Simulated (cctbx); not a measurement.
# A crystallographic session in cctbx: Tb2Be2W

Library: cctbx 2025.11. The data are simulated by the first script.

## 1. Simulate the data

run.py:

```python
from cctbx import adptbx, crystal, miller, sgtbx, xray
from cctbx.array_family import flex
from iotbx.shelx import hklf
from scitbx import matrix
import scitbx.random

cs = crystal.symmetry(unit_cell=(7.051, 7.051, 3.528, 90, 90, 90), space_group_symbol='Hall: -P 4 2ab')  # P4/mbm
atoms = [  # label, site, U (iso, or U11 U22 U33 U12 U13 U23 in A^2), occupancy
    ("W1", (0, 0, 0), (0.0054, 0.0054, 0.0054, -0.0000, 0.0000, 0.0000), 1),
    ("Tb1", (0.8242, 0.6758, 0.5), (0.0073, 0.0073, 0.0080, 0.0003, 0.0000, 0.0000), 1),
    ("Be1", (0.6216, 0.8784, 0), (0.0106, 0.0106, 0.0106, 0.0004, 0.0000, 0.0000), 1),
]
xs = xray.structure(crystal_symmetry=cs)
for label, site, u, occ in atoms:
    u = adptbx.u_cif_as_u_star(cs.unit_cell(), u) if isinstance(u, tuple) else u
    xs.add_scatterer(xray.scatterer(label, site=site, u=u, occupancy=occ))
xs.set_inelastic_form_factors(1.54184, "sasaki")
xs.show_summary()
p1 = xs.expand_to_p1()
ms = miller.build_set(p1, anomalous_flag=True, d_min=0.83)
flex.set_random_seed(662714)
scitbx.random.set_random_seed(662714)
ms = ms.select(flex.random_double(ms.size()) < 0.5)
i = ms.structure_factors_from_scatterers(p1, algorithm="direct").f_calc().as_intensity_array().data()
i = i / flex.sqrt(1 + 0.3 * i / flex.max(i))  # extinction
i = i * 5000 / flex.max(i)
sig = flex.sqrt(i + flex.pow2(0.02 * i) + 2 ** 2)
noise = scitbx.random.variate(scitbx.random.normal_distribution())(i.size())
data = ms.array(data=i + sig * noise, sigmas=sig).set_observation_type_xray_intensity()
with open("data.hkl", "w") as f:
    data.export_as_shelx_hklf(f)
print("reflections written:", data.size(), " <I/sigma> = %.1f" % flex.mean(data.data() / data.sigmas()))
for h, a, b in list(data.sort("data"))[:12]:
    print("%4d%4d%4d %9.1f %7.1f" % (h + (a, b)))
```

```console
$ python run.py
```

```text
Number of scatterers: 3
At special positions: 3
Unit cell: (7.051, 7.051, 3.528, 90, 90, 90)
Space group: P 4/m b m (No. 127)
reflections written: 633  <I/sigma> = 15.1
   0   0   2    5166.3   122.5
  -3   3  -1    4058.8    99.3
   3  -3   1    3996.6    99.3
   3  -3  -1    3905.8    99.3
   0  -2   1    3867.2    96.1
   0  -2  -1    3819.1    96.1
   0   2  -1    3776.9    96.1
  -2   0   1    3749.6    96.1
   0   2   1    3697.1    96.1
  -2   0  -1    3667.2    96.1
  -6   0   0    2879.2    75.8
   1   3   0    2722.6    77.2
```

Run time: 0.41 s on 1 thread of Arm Neoverse N1, on a shared host, peak memory 0.07 GiB.

## 2. Symmetry

run.py:

```python
from cctbx import crystal, sgtbx, statistics
from cctbx.array_family import flex
from iotbx.shelx import hklf

p1 = crystal.symmetry(unit_cell=(7.051, 7.051, 3.528, 90, 90, 90), space_group_symbol="P 1")
raw = hklf.reader(file_name="data.hkl").as_miller_arrays(crystal_symmetry=p1, anomalous=True)[0]
print(raw.size(), "reflections to d = %.3f A" % raw.d_min())
isig = raw.data() / raw.sigmas()
print("centring   violations  <I/sigma> of those")
best = "P"
for c in "ABCIRF":
    a = raw.customized_copy(space_group_info=sgtbx.space_group_info("Hall: %s 1" % c)).sys_absent_flags().data()
    m = flex.mean(isig.select(a))
    print("%5s %10d of %5d %8.1f" % (c, (isig.select(a) > 4).count(True), a.count(True), m))
    if (isig.select(a) > 4).count(True) < 0.01 * a.count(True):
        best = c
raw = raw.select(~raw.customized_copy(space_group_info=sgtbx.space_group_info("Hall: %s 1" % best)).sys_absent_flags().data())
isig = raw.data() / raw.sigmas()
rows = []
for s in sgtbx.space_group_symbol_iterator():
    g = sgtbx.space_group(s)
    if g.conventional_centring_type_symbol() != best or not g.is_compatible_unit_cell(p1.unit_cell(), 1e-3, 0.02):
        continue
    rows.append((s, g))
print("Laue class    unique    Rint  (classes that these axes allow; Friedel mates merged)")
rint = {}
for s, g in rows:
    laue = g.build_derived_patterson_group()
    key = laue.type().hall_symbol()
    if key not in rint:
        m = raw.customized_copy(space_group_info=laue.info(), anomalous_flag=False).merge_equivalents()
        rint[key] = m.r_int()
        print("%-14s %6d %7.3f" % (laue.type().lookup_symbol(), m.array().size(), m.r_int()))
floor = min(rint.values())
good = [(s, g) for s, g in rows if rint[g.build_derived_patterson_group().type().hall_symbol()] < 2 * floor + 0.03]
top = max(g.build_derived_patterson_group().order_z() for s, g in good)
print("space group    extra absences  I>4sigma  <I/sigma>")
for s, g in good:
    laue = g.build_derived_patterson_group()
    if laue.order_z() != top:
        continue
    a = raw.customized_copy(space_group_info=g.info()).sys_absent_flags().data()
    a &= ~raw.customized_copy(space_group_info=laue.info()).sys_absent_flags().data()
    bad = (isig.select(a) > 4).count(True)
    if bad <= 0.03 * a.count(True):
        print("%-16s %8d %10d %9s  %s" % (s.universal_hermann_mauguin(), a.count(True), bad, "%.1f" % flex.mean(isig.select(a)) if a.count(True) else "-", "centric" if g.is_centric() else "acentric"))
laue = max(good, key=lambda t: t[1].build_derived_patterson_group().order_z())[1].build_derived_patterson_group()
f = raw.customized_copy(space_group_info=laue.info(), anomalous_flag=False).merge_equivalents().array().eliminate_sys_absent().f_sq_as_f()
f.set_observation_type_xray_amplitude()
bins = max(3, min(8, f.size() // 12))
f.setup_binner(n_bins=bins)
w = statistics.wilson_plot(f, {e: n / laue.order_z() for e, n in {'W': 2.0, 'Tb': 4.0, 'Be': 4.0}.items()}, e_statistics=True)
print("Wilson B = %.2f A^2   <|E^2-1|> = %.3f (0.968 centric, 0.736 acentric)   E^2>4: %.1f %%" % (w.wilson_b, w.mean_e_sq_minus_1, w.percent_e_sq_gt_2))
print("shell (A)         n   <I/sigma>")
m = raw.customized_copy(space_group_info=laue.info(), anomalous_flag=False).merge_equivalents().array().eliminate_sys_absent()
for b in m.setup_binner(n_bins=bins).range_used():
    sel = m.binner().selection(b)
    print("%5.2f - %4.2f %6d %8.1f" % (min(m.binner().bin_d_range(b)[0] if m.binner().bin_d_range(b)[0] > 0 else 99, 99), m.binner().bin_d_range(b)[1], sel.count(True), flex.mean((m.data() / m.sigmas()).select(sel))))
```

```console
$ python run.py
```

```text
633 reflections to d = 0.831 A
centring   violations  <I/sigma> of those
    A        278 of   325     15.7
    B        256 of   301     15.7
    C        218 of   308     11.1
    I        266 of   313     15.6
    R        344 of   422     14.8
    F        376 of   467     14.2
Laue class    unique    Rint  (classes that these axes allow; Friedel mates merged)
P -1              473   0.024
P 1 2/m 1         317   0.028
P 1 1 2/m         335   0.026
P 2/m 1 1         318   0.026
P m m m           211   0.029
P 4/m             185   0.030
P 4/m m m         122   0.031
space group    extra absences  I>4sigma  <I/sigma>
P 4 2 2                 0          0         -  acentric
P 4 21 2                6          0       0.4  acentric
P 4 m m                 0          0         -  acentric
P 4 b m                55          0       0.1  acentric
P -4 2 m                0          0         -  acentric
P -4 21 m               6          0       0.4  acentric
P -4 m 2                0          0         -  acentric
P -4 b 2               55          0       0.1  acentric
P 4/m m m               0          0         -  centric
P 4/m b m              55          0       0.1  centric
Wilson B = 0.76 A^2   <|E^2-1|> = 0.709 (0.968 centric, 0.736 acentric)   E^2>4: 0.0 %
shell (A)         n   <I/sigma>
 7.05 - 1.66     23     26.7
 1.66 - 1.32     13     38.5
 1.32 - 1.15     16     34.5
 1.15 - 1.05     17     29.2
 1.05 - 0.97     10     32.3
 0.97 - 0.91     13     41.7
 0.91 - 0.87     13     17.7
 0.87 - 0.83     17     29.0
```

Time: 0.56 s.

## 3. Charge flipping

run.py:

```python
import itertools
from cctbx import crystal, maptbx
from cctbx.array_family import flex
from iotbx.shelx import hklf
from smtbx.ab_initio import charge_flipping as cf

cs = crystal.symmetry(unit_cell=(7.051, 7.051, 3.528, 90, 90, 90), space_group_symbol='Hall: -P 4 2ab')  # P4/mbm
raw = hklf.reader(file_name="data.hkl").as_miller_arrays(crystal_symmetry=cs, anomalous=True)[0]
merged = raw.eliminate_sys_absent().merge_equivalents()
fo2 = merged.array().set_observation_type_xray_intensity()
f = fo2.average_bijvoet_mates().f_sq_as_f().resolution_filter(d_min=0.9)
p1 = f.expand_to_p1()
p1.setup_binner_counting_sorted(reflections_per_bin=max(40, p1.size() // 12))
work = p1.array(data=p1.data() / p1.amplitude_quasi_normalisations().data())
flex.set_random_seed(84867)
it = cf.weak_reflection_improved_iterator(delta=None, weak_reflection_fraction=0.3)
it.start(work, phases=flex.random_double(p1.size()) * 6.2832, f_000=0)
it.delta = 0.1 * it.rho_map.sigma()
print("cycle      R  skewness")
for n, st in enumerate(itertools.islice(it, 100)):
    if n % 8 == 0:
        print("%5d %6.3f %8.2f" % (n, st.r1_factor(), st.rho_map.skewness()))
rho = p1.phase_transfer(it.f_calc).fft_map().apply_volume_scaling()
polish = cf.low_density_elimination_iterator(constant_rho_c=rho.sigma())
polish.start(f_obs=p1, phases=it.f_calc, f_000=0)
for _ in range(8):
    next(polish)
print("origin shift          correlation  skewness")
maps = []
for fc, shift, cc in itertools.islice(cf.f_calc_symmetrisations(f, polish.f_calc, 0), 4):
    m = f.phase_transfer(fc).fft_map(symmetry_flags=maptbx.use_space_group_symmetry, resolution_factor=0.25).apply_sigma_scaling()
    maps.append((m.skewness(), cc, m))
    print("%6.3f %6.3f %6.3f %10.3f %9.2f" % (tuple(shift) + (cc, m.skewness())))
skew, cc, m = max((t for t in maps if t[1] > maps[0][1] - 0.04), key=lambda t: t[0])
print("taken: symmetry correlation %.3f, skewness %.2f" % (cc, skew))
peaks = m.peak_search(parameters=maptbx.peak_search_parameters(min_distance_sym_equiv=0.9, max_clusters=8)).all()
sps = cs.special_position_settings(min_distance_sym_equiv=0.5)
print("peak      x       y       z  mult  height/sigma")
for k, (x, h) in enumerate(zip(peaks.sites(), peaks.heights())):
    ss = sps.site_symmetry(x)
    print("Q%-3d %7.4f %7.4f %7.4f %4d %8.1f" % ((k + 1,) + tuple(t % 1 for t in ss.exact_site()) + (ss.multiplicity(), h)))
```

```console
$ python run.py
```

```text
cycle      R  skewness
    0  0.659     0.35
    8  0.062     0.97
   16  0.055     0.96
   24  0.054     0.96
   32  0.055     0.95
   40  0.055     0.95
   48  0.056     0.94
   56  0.057     0.94
   64  0.059     0.93
   72  0.061     0.93
   80  0.062     0.93
   88  0.063     0.93
   96  0.065     0.93
origin shift          correlation  skewness
 0.456  0.406  0.315      0.753      1.59
 0.129  0.243  0.340      0.778      2.82
 0.257  0.707  0.320      0.789      1.02
 0.285  0.914  0.308      0.798      0.92
taken: symmetry correlation 0.778, skewness 2.82
peak      x       y       z  mult  height/sigma
Q1    0.1713  0.3287  0.5000    4     10.5
Q2    0.0000  0.0000  0.0000    2      7.0
Q3    0.0000  0.5000  0.0000    2      3.8
Q4    0.0216  0.6740  0.0000    8      2.7
Q5    0.1897  0.6897  0.0000    4      1.3
Q6    0.1284  0.1129  0.0000    8      1.2
Q7    0.1335  0.2657  0.0000    8      1.2
Q8    0.1250  0.8125  0.5000    8      1.1
```

Time: 0.48 s.

This run holds a fault made on purpose: flipping threshold far too low.

## 4. Charge flipping

run.py, as its changes from the last script of this kind:

```diff
@@ -18 +18 @@
-it.delta = 0.1 * it.rho_map.sigma()
+it.delta = 1 * it.rho_map.sigma()
```

```console
$ python run.py
```

```text
cycle      R  skewness
    0  0.588     0.18
    8  0.434     1.36
   16  0.443     1.46
   24  0.448     1.61
   32  0.471     2.02
   40  0.434     2.49
   48  0.445     2.40
   56  0.460     2.49
   64  0.457     2.81
   72  0.468     2.64
   80  0.459     2.83
   88  0.444     3.05
   96  0.444     2.72
origin shift          correlation  skewness
-0.002  0.101  0.328      0.827      4.69
-0.001  0.606  0.331      0.817      2.33
 0.164  0.427  0.328      0.834      3.64
 0.139  0.975  0.436      0.828      3.58
taken: symmetry correlation 0.827, skewness 4.69
peak      x       y       z  mult  height/sigma
Q1    0.0000  0.0000  0.5000    2     12.3
Q2    0.1785  0.6785  0.0000    4     10.4
Q3    0.0068  0.3458  0.5000    8      1.6
Q4    0.1012  0.1533  0.5000    8      1.2
Q5    0.1283  0.3717  0.0000    4      1.2
Q6    0.1496  0.7552  0.3371   16      1.0
Q7    0.0000  0.5000  0.2701    4      0.8
Q8    0.0000  0.0000  0.1287    4      0.8
```

Time: 0.5 s.

## 5. Refinement (model from the peaks)

run.py:

```python
import math
from cctbx import adptbx, crystal, maptbx, sgtbx, xray
from cctbx.array_family import flex
from cctbx.xray import observations
from iotbx.shelx import hklf
from scitbx.lstbx import normal_eqns_solving
from smtbx import absolute_structure, utils
from smtbx.refinement import constraints, least_squares

cs = crystal.symmetry(unit_cell=(7.051, 7.051, 3.528, 90, 90, 90), space_group_symbol='Hall: -P 4 2ab')  # P4/mbm
atoms = [  # label, site, U (iso, or U11 U22 U33 U12 U13 U23 in A^2), occupancy
    ("W1", (0, 0, 0.5), 0.0200, 1),
    ("Tb1", (0.1785, 0.6785, 0), 0.0200, 1),
    ("Be1", (0.1283, 0.3717, 0), 0.0200, 1),
]
xs = xray.structure(crystal_symmetry=cs)
for label, site, u, occ in atoms:
    u = adptbx.u_cif_as_u_star(cs.unit_cell(), u) if isinstance(u, tuple) else u
    xs.add_scatterer(xray.scatterer(label, site=site, u=u, occupancy=occ))
xs.set_inelastic_form_factors(1.54184, "sasaki")
raw = hklf.reader(file_name="data.hkl").as_miller_arrays(crystal_symmetry=cs, anomalous=True)[0]
merged = raw.eliminate_sys_absent().merge_equivalents()
fo2 = merged.array().set_observation_type_xray_intensity()
print("Rint %.3f, %d unique reflections to %.2f A" % (merged.r_int(), fo2.size(), fo2.d_min()))
for sc in xs.scatterers():
    sc.flags.set_grad_site(True)
    sc.flags.set_grad_u_aniso(sc.flags.use_u_aniso())
    sc.flags.set_grad_u_iso(sc.flags.use_u_iso())
obs = fo2.as_xray_observations()
extra = {}
rep = constraints.reparametrisation(xs, [], utils.connectivity_table(xs), **extra)
ls = least_squares.crystallographic_ls(obs, rep, weighting_scheme=least_squares.mainstream_shelx_weighting(a=0, b=0))
print("cycle     R1     wR2    GooF  max shift (A)")
for cycle in range(6):
    ls.build_up()
    r1, wr2, goof = ls.r1_factor(cutoff_factor=2)[0], ls.wR2(), ls.goof()
    old = xs.sites_cart()
    normal_eqns_solving.levenberg_marquardt_iterations(ls, n_max_iterations=3, tau=0.0001, step_threshold=1e-7)
    big = flex.max((xs.sites_cart() - old).norms())
    print("%4d %7.4f %7.4f %7.3f %9.5f" % (cycle + 1, r1, wr2, goof, big))
    ls.build_up(objective_only=True)
    if abs(ls.wR2() - wr2) < 5e-5 and big < 5e-4:
        break
ls.build_up()
print("final R1 %.4f wR2 %.4f GooF %.3f  parameters %d  data/parameter %.1f" % (ls.r1_factor(cutoff_factor=2)[0], ls.wR2(), ls.goof(), ls.n_parameters, fo2.size() / ls.n_parameters))
cov = ls.covariance_matrix_and_annotations()
su = dict(zip(cov.annotations, (math.sqrt(max(v, 0)) for v in cov.matrix.matrix_packed_u_diagonal())))
a2 = cs.unit_cell().reciprocal_parameters()[0] ** -2
print("atom        x        y        z      Ueq    occ   su(xyz)  su(Uiso or U11)")
for sc in xs.scatterers():
    s = max(su.get(sc.label + k, 0) for k in (".x", ".y", ".z"))
    npd = "" if sc.is_positive_definite_u(cs.unit_cell()) else "  NPD"
    print("%-5s %8.5f %8.5f %8.5f %8.4f %6.3f %8.5f %7.4f%s" % ((sc.label,) + sc.site + (sc.u_iso_or_equiv(cs.unit_cell()), sc.occupancy, s, su.get(sc.label + ".uiso", su.get(sc.label + ".u11", 0) * a2), npd)))
fo = fo2.f_sq_as_f()
fc = fo.structure_factors_from_scatterers(xs, algorithm="direct").f_calc()
diff = fo.f_obs_minus_f_calc(1 / math.sqrt(ls.scale_factor()), fc).average_bijvoet_mates()
m = diff.fft_map(symmetry_flags=maptbx.use_space_group_symmetry, resolution_factor=0.25).apply_volume_scaling()
print("difference map: max %.2f min %.2f rms %.2f" % (m.statistics().max(), m.statistics().min(), m.statistics().sigma()))
peaks = m.peak_search(parameters=maptbx.peak_search_parameters(min_distance_sym_equiv=0.6, max_clusters=5)).all()
near = xs.closest_distances(peaks.sites(), distance_cutoff=4)
sps = cs.special_position_settings(min_distance_sym_equiv=0.5)
for k, (x, h) in enumerate(zip(peaks.sites(), peaks.heights())):
    ss = sps.site_symmetry(x)
    print("Q%-3d %7.4f %7.4f %7.4f %4d %7.2f  %.2f A from %s" % ((k + 1,) + tuple(t % 1 for t in ss.exact_site()) + (ss.multiplicity(), h, near.smallest_distances[k], xs.scatterers()[near.i_seqs[k]].label)))
```

```console
$ python run.py
```

```text
Rint 0.031, 107 unique reflections to 0.83 A
cycle     R1     wR2    GooF  max shift (A)
   1  0.1328  0.2881  12.273   0.16708
   2  0.0317  0.0768   3.270   0.13645
   3  0.0316  0.0754   3.212   0.02952
   4  0.0316  0.0750   3.194   0.02089
   5  0.0315  0.0747   3.184   0.03887
   6  0.0315  0.0746   3.176   0.04281
final R1 0.0314 wR2 0.0744 GooF 3.170  parameters 5  data/parameter 21.4
atom        x        y        z      Ueq    occ   su(xyz)  su(Uiso or U11)
W1     0.00000  0.00000  0.50000   0.0041  1.000  0.00000  0.0005
Tb1    0.17570  0.67570  0.00000   0.0066  1.000  0.00015  0.0006
Be1    0.10519  0.39481  0.00000   0.3708  1.000  0.04746  0.2378
difference map: max 8.17 min -2.56 rms 0.57
Q1    0.1201  0.3799  0.5000    4    8.48  1.77 A from Be1
Q2    0.0000  0.5000  0.0000    2    1.50  1.05 A from Be1
Q3    0.1662  0.2039  0.0000    8    1.12  1.13 A from Tb1
Q4    0.0000  0.0000  0.5000    2    0.76  0.00 A from W1
Q5    0.1327  0.2090  0.3399   16    0.76  1.79 A from Be1
```

Time: 0.74 s.

Figures of merit this high mean that the model is still wrong or incomplete.

## 6. Refinement (anisotropic displacement)

run.py, as its changes from the last script of this kind:

```diff
@@ -12,3 +12,3 @@
-    ("W1", (0, 0, 0.5), 0.0200, 1),
-    ("Tb1", (0.1785, 0.6785, 0), 0.0200, 1),
-    ("Be1", (0.1283, 0.3717, 0), 0.0200, 1),
+    ("W1", (0, 0, 0.5), 0.0041, 1),
+    ("Tb1", (0.1757, 0.6757, 0), 0.0066, 1),
+    ("Be1", (0.10519, 0.39481, 0), 0.3708, 1),
@@ -20,0 +21 @@
+xs.convert_to_anisotropic()
@@ -34 +35 @@
-for cycle in range(6):
+for cycle in range(8):
@@ -38 +39 @@
-    normal_eqns_solving.levenberg_marquardt_iterations(ls, n_max_iterations=3, tau=0.0001, step_threshold=1e-7)
+    normal_eqns_solving.levenberg_marquardt_iterations(ls, n_max_iterations=3, tau=1e-06, step_threshold=1e-7)
@@ -59 +60 @@
-peaks = m.peak_search(parameters=maptbx.peak_search_parameters(min_distance_sym_equiv=0.6, max_clusters=5)).all()
+peaks = m.peak_search(parameters=maptbx.peak_search_parameters(min_distance_sym_equiv=0.6, max_clusters=6)).all()
```

```console
$ python run.py
```

```text
Rint 0.031, 107 unique reflections to 0.83 A
cycle     R1     wR2    GooF  max shift (A)
   1  0.0314  0.0744   3.250   0.03033
   2  0.0304  0.0723   3.157   0.06877
   3  0.0285  0.0688   3.005   0.01661
   4  0.0272  0.0664   2.899   0.00473
   5  0.0269  0.0660   2.881   0.00120
   6  0.0269  0.0658   2.874   0.00053
   7  0.0268  0.0657   2.870   0.00031
   8  0.0268  0.0656   2.868   0.00020
final R1 0.0268 wR2 0.0656 GooF 2.866  parameters 10  data/parameter 10.7
atom        x        y        z      Ueq    occ   su(xyz)  su(Uiso or U11)
W1     0.00000  0.00000  0.50000   0.0044  1.000  0.00000  0.0006
Tb1    0.17571  0.67571  0.00000   0.0070  1.000  0.00014  0.0006
Be1    0.11749  0.38251  0.00000   1.0104  1.000  0.00510  0.0173  NPD
difference map: max 6.44 min -2.73 rms 0.52
Q1    0.1213  0.3787  0.5000    4    6.74  1.76 A from Be1
Q2    0.0000  0.5000  0.0000    2    1.75  1.17 A from Be1
Q3    0.1669  0.2010  0.0000    8    1.07  1.12 A from Tb1
Q4    0.0445  0.4555  0.2475    8    0.86  1.14 A from Be1
Q5    0.1903  0.3097  0.2261    8    0.80  1.08 A from Be1
Q6    0.1257  0.2068  0.3446   16    0.72  1.74 A from Be1
```

It took 0.82 s on 1 thread of Arm Neoverse N1, with other jobs on the host, peak memory 0.09 GiB.

[Logs are printed without paths, hosts, clocks, repeated set-up lines and the standing remarks that a program may print on its own settings, such as how far it seeks lower states.]
